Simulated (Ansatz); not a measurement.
In doubt: masses and optical values from hybrid runs of this build are listed as unsure (in some of the runs), which bears on the screening that GW takes from such a start.

The crystal is NbInO4 (P2/c).

```xyz
12
Lattice="4.8355 0.0000 0.0000 0.0000 5.7709 0.0000 -0.1014 0.0000 5.1430" Properties=species:S:1:pos:R:3 pbc="T T T"
Nb   -0.0254    1.0266    1.2857
Nb   -0.0761    4.7443    3.8572
In    2.3924    3.9386    1.2857
In    2.3417    1.8323    3.8572
O     1.1658    3.5664    4.6338
O     3.5175    3.5664    3.0807
O     3.5682    2.2045    0.5092
O     1.2166    2.2045    2.0623
O     1.0049    5.1823    2.2526
O     3.7799    5.1823    0.3189
O     3.7292    0.5886    2.8904
O     0.9541    0.5886    4.8241
```

The cell and positions come from the Crystallography Open Database and are kept as given unless a step says otherwise. PAW set soft_2, made with PBE.

Gaps computed with Ansatz 0.2.0 without a self-energy: HSE06 4.84 eV, r2SCAN 3.80 eV and PBE0 5.60 eV.

Estimate the G0W0@HSE06 gap with 4×2×4 mesh, 306 empty bands, screening to 96 eV, default PAW files.

About 5.25 eV: on its mesh the run moves the gap from 4.90 eV by +0.41 eV, and the mesh misses the edges by 0.06 eV. Among the scalar-relativistic levels given, PBE0 is nearest (+0.35 eV). Bands and cutoff are finite, so the gap is not at the basis limit. The miss can reach some tenths of an eV and take either sign; the mesh is an error of its own. The 4×2×4 mesh is coarse for this cell (its supercell is 12 Å along the shortest edge). The RPA ε∞ on it, from the HSE06 start, is 3.90, 3.97 and 4.17; such meshes misread the long-range screening, most where the gap is narrow. The many-body steps are scalar-relativistic: spin-orbit coupling is not in them.

[Paths, hosts, dates, memory and timing lines, banners, echoed tables and standing remarks are left out of the program output.]

[Logs are printed without paths, hosts, clocks, repeated set-up lines and the standing remarks that a program may print on its own settings, such as how far it seeks lower states.]

[Runs of the session that timed out or met a known fault of the program may be left out.]

[Cells called generated may have been cut or substituted from an entry of the Crystallography Open Database or the Materials Project.]

[Hosts, paths, dates, database ids (printed as entryN), source tags and the programs' standing remarks are cut or masked in the printed files.]
